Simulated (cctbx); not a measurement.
## Lattice, Laue class and space group of a new crystal

Cell: a = 4.8850 Å, b = 8.8160 Å, c = 7.3410 Å, α = 90.00°, β = 110.25°, γ = 90.00°. Expected content of the cell: Cd2 Se4 O12.

The data are simulated with cctbx, not measured: synchrotron X-rays, λ = 0.6889 Å, to d = 0.8 Å, 80 % of the full sphere, strongest reflection 70000 counts, noise from counting, a 3 % proportional error and a noise floor of 15 counts (s.d.); no absorption, some extinction.

Tests on the unmerged data give:

```text
1945 reflections to d = 0.801 A
centring   violations  <I/sigma> of those
    A        806 of   973     18.6
    B        841 of   953     21.6
    C        869 of  1004     21.1
    I        852 of   978     21.0
    R       1159 of  1309     21.5
    F       1258 of  1465     20.4
Laue class    unique    Rint  (classes that these axes allow; Friedel mates merged)
P -1             1165   0.019
P 1 2/m 1         649   0.022
space group    extra absences  I>4sigma  <I/sigma>
P 1 2 1                 0          0         -  acentric
P 1 21 1                7          0      -0.3  acentric
P 1 m 1                 0          0         -  acentric
P 1 c 1                67          0      -0.0  acentric
P 1 2/m 1               0          0         -  centric
P 1 21/m 1              7          0      -0.3  centric
P 1 2/c 1              67          0      -0.0  centric
P 1 21/c 1             74          0      -0.0  centric
Wilson B = 0.70 A^2   <|E^2-1|> = 0.865 (0.968 centric, 0.736 acentric)   E^2>4: 3.4 %
shell (A)         n   <I/sigma>
 6.89 - 1.60     88     35.1
 1.60 - 1.27     75     36.7
 1.27 - 1.11     88     34.2
 1.11 - 1.01     73     34.6
 1.01 - 0.94     85     31.5
 0.94 - 0.88     80     34.0
 0.88 - 0.84     80     27.9
 0.84 - 0.80     80     28.8
```

**Question.** What are the lattice type, the Laue class and the likely space group?

Every centring test has many violations, so the lattice is primitive.

Rint stays low (0.019 to 0.022) up to P 1 2/m 1, the highest class in these axes.

8 settings pass the absence test. The most absences obeyed, 74, belong to P 1 21/c 1 alone.

⟨|E²−1|⟩ = 0.865 lies between the two ideal values. The Wilson B of 0.70 Å² means U ≈ 0.0089 Å².

The true group is P2_1/c (no. 14), Laue class 2/m, centrosymmetric. The tables fix it.

This is a model crystal, built by substitution and not relaxed, with assumed displacement parameters.

[Logs are printed without paths, hosts, clocks, repeated set-up lines and the standing remarks that a program may print on its own settings, such as how far it seeks lower states.]
